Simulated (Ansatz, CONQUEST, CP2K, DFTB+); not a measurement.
# Running amorphous polypropylene (as short chains C8H18) at 300 K (78 atoms) with CP2K, part 2 of 2

Wanted: CP2K inputs and outputs for amorphous polypropylene (as short chains C8H18) at 300 K (78 atoms), checked against a plane-wave reference.

Program: CP2K 2026.2; the method stands at each step. Banners, paths, timers and routine set-up lines are dropped from the logs unmarked, and long logs keep their key lines alone; longer cuts are marked.

So far. Step 2 (PBE, DZVP-UZH, 450/50 Ry, OT DIIS): Forces lie 2.5 % from the reference's, at 39 times its CPU time.

## Step 3: GFN1-xTB, OT DIIS

Method: GFN1-xTB tight binding (the program's own implementation), orbital transformation.

The input, input.inp:

```
&GLOBAL
  PROJECT cell
  RUN_TYPE ENERGY_FORCE
  PRINT_LEVEL LOW
&END GLOBAL
&FORCE_EVAL
  METHOD QS
  STRESS_TENSOR ANALYTICAL
  &DFT
    &QS
      METHOD XTB
      &XTB
        GFN_TYPE 1
        DO_EWALD T
        CHECK_ATOMIC_CHARGES F
      &END XTB
    &END QS
    &SCF
      SCF_GUESS ATOMIC
      EPS_SCF 1.0E-06
      MAX_SCF 30
      &OT
        MINIMIZER DIIS
        PRECONDITIONER FULL_SINGLE_INVERSE
      &END OT
      &OUTER_SCF
        EPS_SCF 1.0E-06
        MAX_SCF 8
      &END OUTER_SCF
      &PRINT
        &RESTART OFF
        &END RESTART
      &END PRINT
    &END SCF
    &PRINT
      &MULLIKEN ON
      &END MULLIKEN
      &MO_CUBES
        NHOMO 1
        NLUMO 4
        WRITE_CUBE F
      &END MO_CUBES
    &END PRINT
  &END DFT
  &SUBSYS
    &CELL
      A 8.86432 0.00000 0.00000
      B 0.00000 8.86432 0.00000
      C 0.00000 0.00000 8.86432
    &END CELL
    &TOPOLOGY
      COORD_FILE_NAME structure.xyz
      COORD_FILE_FORMAT XYZ
    &END TOPOLOGY
  &END SUBSYS
  &PRINT
    &FORCES ON
    &END FORCES
    &STRESS_TENSOR ON
    &END STRESS_TENSOR
  &END PRINT
&END FORCE_EVAL
```

The input, structure.xyz:

```xyz
78

C 2.97815 3.02158 2.70255
C 2.76469 3.83391 4.02156
C 2.98196 3.00953 5.18908
C 2.69130 3.86768 6.43239
C 1.99598 1.82153 5.28163
C 2.18594 0.90558 6.57812
C 1.28737 8.58270 6.44472
C 3.58783 0.48639 6.62688
H 2.52332 2.08702 2.55709
H 2.60265 3.62223 1.81435
H 4.10001 2.74395 2.75007
H 1.70842 4.07360 3.82105
H 3.34291 4.74702 3.94276
H 4.09851 2.76939 5.18572
H 2.97699 3.36357 7.43291
H 3.10411 4.80499 6.28950
H 1.64203 3.90589 6.35545
H 2.26155 1.15272 4.44439
H 1.06062 1.97674 5.17339
H 2.04659 1.52635 7.38823
[... 54 atom lines left out ...]
H 5.83228 6.45172 3.85811
H 6.50003 8.04552 0.69780
H 4.96739 0.17268 0.77190
H 6.31601 0.46431 1.86417
```

Command:

```
$ OMP_NUM_THREADS=1 cp2k.psmp -i input.inp > output.txt
```

Numbers of over 12 decimals in the logs are rounded to 6 here.

What it wrote:

```text
CP2K| version string:                                       CP2K version 2026.2
 CP2K| Input file name                                                 input.inp
 GLOBAL| Basis set file name                                           BASIS_SET
 GLOBAL| Potential file name                                           POTENTIAL
 GLOBAL| Run type                                                   ENERGY_FORCE
 GLOBAL| Total number of message passing processes                             1
 GLOBAL| Number of threads for this process                                    1
                  #####   #####        #          ####### ######
                 #     # #     #      #              #    #     #
                 #     # #           #    ##   ##    #    #     #
[... lines left out ...]
 Number of electrons:                                                        150
[... lines left out ...]
  Step     Update method      Time    Convergence         Total energy    Change
[... lines left out ...]
  *** SCF run converged in     8 steps ***
[... lines left out ...]
  Total energy:                                               -79.719638
[... lines left out ...]
  outer SCF loop converged in   1 iterations or    8 steps
[... lines left out ...]
       3     C          1                 3.990835                      0.009165
[...]
77     H          2                 0.986412                      0.013588
      78     H          2                 0.970103                      0.029897
 # Total charge                         150.000000                     -0.000000
  Eigenvalues of the occupied subspace spin            1
      -0.66185014     -0.65905517     -0.65679597     -0.65324728
      -0.65032072     -0.64546422     -0.63882175     -0.63343673
      -0.63277688     -0.62519211     -0.62463782     -0.62396332
[...]
-0.45768353     -0.45228747     -0.44905056     -0.44740512
      -0.44596980     -0.44524326     -0.44101696     -0.43834789
      -0.43572697     -0.43166976     -0.42915476
 Fermi Energy [eV] :  -11.677895
 ENERGY| Total FORCE_EVAL ( QS ) energy [hartree]            -79.719638
 FORCES| Atomic forces [hartree/bohr]
 FORCES|   Atom     x               y               z               |f|
 FORCES|      1  5.47105373E-02  2.48850633E-02 -7.27614043E-03   6.05429722E-02
 FORCES|      2 -4.31870170E-02 -3.00069201E-03 -7.85769437E-02   8.97132023E-02
 FORCES|      3  2.53960240E-02 -1.54686382E-02  5.40587615E-02   6.16975405E-02
[...]
FORCES|     77  2.31574036E-02 -1.02167640E-02  1.47594675E-02   2.92999913E-02
 FORCES|     78  1.77193425E-02  2.68108844E-02  1.78630220E-02   3.67680048E-02
 FORCES| Sum    -6.09928774E-15 -2.15105711E-16 -5.10702591E-15
 FORCES| Total atomic force                                       7.95797054E-15
 STRESS| Analytical stress tensor [bar]
 STRESS|                        x                   y                   z
 STRESS|      x        3.29794463354E+04   1.99175983030E+04  -6.85662544873E+03
 STRESS|      y        1.99175983030E+04   5.27056581621E+04  -2.62833980398E+04
 STRESS|      z       -6.85662544873E+03  -2.62833980398E+04   3.57995534876E+04
 STRESS| 1/3 Trace                                             4.04948859950E+04
```

Run time: 2 s. Hardware: 1 thread of Intel Xeon 6975P-C (Granite Rapids), shared host; peak memory 0.34 GiB.

Against the reference:

| Property | Result |
| --- | --- |
| r.m.s. force component | 2.019 eV/Å |
| r.m.s. difference of force components | 249.3 meV/Å |
| longest difference of force vectors | 1197 meV/Å |
| force difference over r.m.s. force | 12.2 % |
| slope of forces against the reference's | 0.9811 |
| correlation of force components | 0.9925 |
| pressure | 4.05 GPa |
| pressure difference | -1.667 GPa |

Against the first run (2.5 %), the force difference from the reference is 12 %, at 0.0083 times the CPU time (on 1 against 4 cores) (8 SCF steps against 35); the model has changed, so this is no error of the program alone.

The difference per atom is largest on C (0.66 eV/Å on average, against 0.22 on H).

## Step 4: The ladder

Differences are against the plane-wave reference, forces as r.m.s. over components; share is that over the reference's r.m.s. force, slope the least-squares factor from reference forces to these. Total energies of different programs have different zeros and aren't compared.

```
                                   run  Δ force, r.m.s. (meV/Å)  share (%)  slope  Δ pressure (GPa)  Δ gap (eV)  cores  CPU time  memory (GiB)
                             reference                        -          -      -                 -           -      4     5.7 s          0.69
CP2K PBE, DZVP-UZH, 450/50 Ry, OT DIIS                     50.6       2.48  1.021             0.437        1.11      4   3.6 min           1.6
                CP2K GFN1-xTB, OT DIIS                      249       12.2  0.981             -1.67           -      1     1.8 s          0.34
```

CPU time is summed over cores on a shared host, where runs went side by side, so it is rough. Symmetry, cutoffs, thresholds, outputs and thread counts weren't matched or tuned between programs; memory under MPI is the largest rank's times the ranks.

Mean charges by element (e), by run and scheme:

```
                                   run     scheme      C      H
                             reference     Löwdin  -0.32  +0.17
CP2K PBE, DZVP-UZH, 450/50 Ry, OT DIIS   Mulliken  -0.18  +0.08
CP2K PBE, DZVP-UZH, 450/50 Ry, OT DIIS  Hirshfeld  -0.08  +0.04
                CP2K GFN1-xTB, OT DIIS   Mulliken  -0.06  +0.03
```

The reference's Löwdin charges lack the electrons that the projection spills, 0.022 e an atom on average.

A second geometry, displaced anew (every atom was moved at random, 0.08 Å r.m.s. a Cartesian component (hydrogen 0.6 of that)), gives an energy difference that all programs can be tested on. The reference puts it at 116.2 meV/atom.

```
                                   run  energy less the first geometry's (meV/atom)  error (meV/atom)  force share at the second geometry (%)
CP2K PBE, DZVP-UZH, 450/50 Ry, OT DIIS                                        118.4              2.17                                    2.19
                CP2K GFN1-xTB, OT DIIS                                        115.0             -1.24                                    9.23
```

## Step 5: Summary of results

| Item | Value |
| --- | --- |
| nearest in forces | CP2K PBE, DZVP-UZH, 450/50 Ry, OT DIIS, 2.5 % |
| its CPU time | 3.6 min |

In words: The PBE run in local orbitals differs by 2.5 % (CP2K PBE, DZVP-UZH, 450/50 Ry, OT DIIS); basis, grid and potentials can all enter. Tight binding differs by 12 % (CP2K GFN1-xTB, OT DIIS); it is another model, with fitted parameters of its own, and the xTB methods hold dispersion. One electronic-structure run takes under half the reference's CPU time: CP2K GFN1-xTB, OT DIIS, at 12 % in 1.8 s against 5.7 s; its pressure misses by -1.7 GPa. At the same functional, the gap of CP2K PBE, DZVP-UZH, 450/50 Ry, OT DIIS lies 1.11 eV above the reference's 5.56 eV. A likely cause of the wide gaps: compact atomic orbitals describe empty levels worse than filled ones. Charges hang on model, scheme and program or settings: among these rows the mean for C runs from -0.32 to -0.06 e. The energy difference between the two geometries, 116 meV/atom in the reference, is met best by CP2K GFN1-xTB, OT DIIS (-1.24) and worst by CP2K PBE, DZVP-UZH, 450/50 Ry, OT DIIS (+2.17). Periodic xTB results under one method name differ between programs and library versions. Forces of 2.0 eV/Å r.m.s. are well above thermal ones: they come largely from the bond lengths of the classical model and from the random displacements, and they dominate the comparison. The network of contacts between molecules at the start is that of the classical potential that made the cell, and needn't be the one that DFT or experiment would give. The reference's PBE has no dispersion term, which matters for the binding between molecules or layers. The electronic-structure runs sample only Γ, in a cell whose shortest periodic width is 9 Å.

[Also dropped from logs without a mark: logging warnings of Python, and SIESTA's first energy breakdown and zero terms.]

[Logs are printed without paths, hosts, clocks, repeated set-up lines and the standing remarks that a program may print on its own settings, such as how far it seeks lower states.]

[Hosts, paths, dates, database ids (printed as entryN), source tags and the programs' standing remarks are cut or masked in the printed files.]
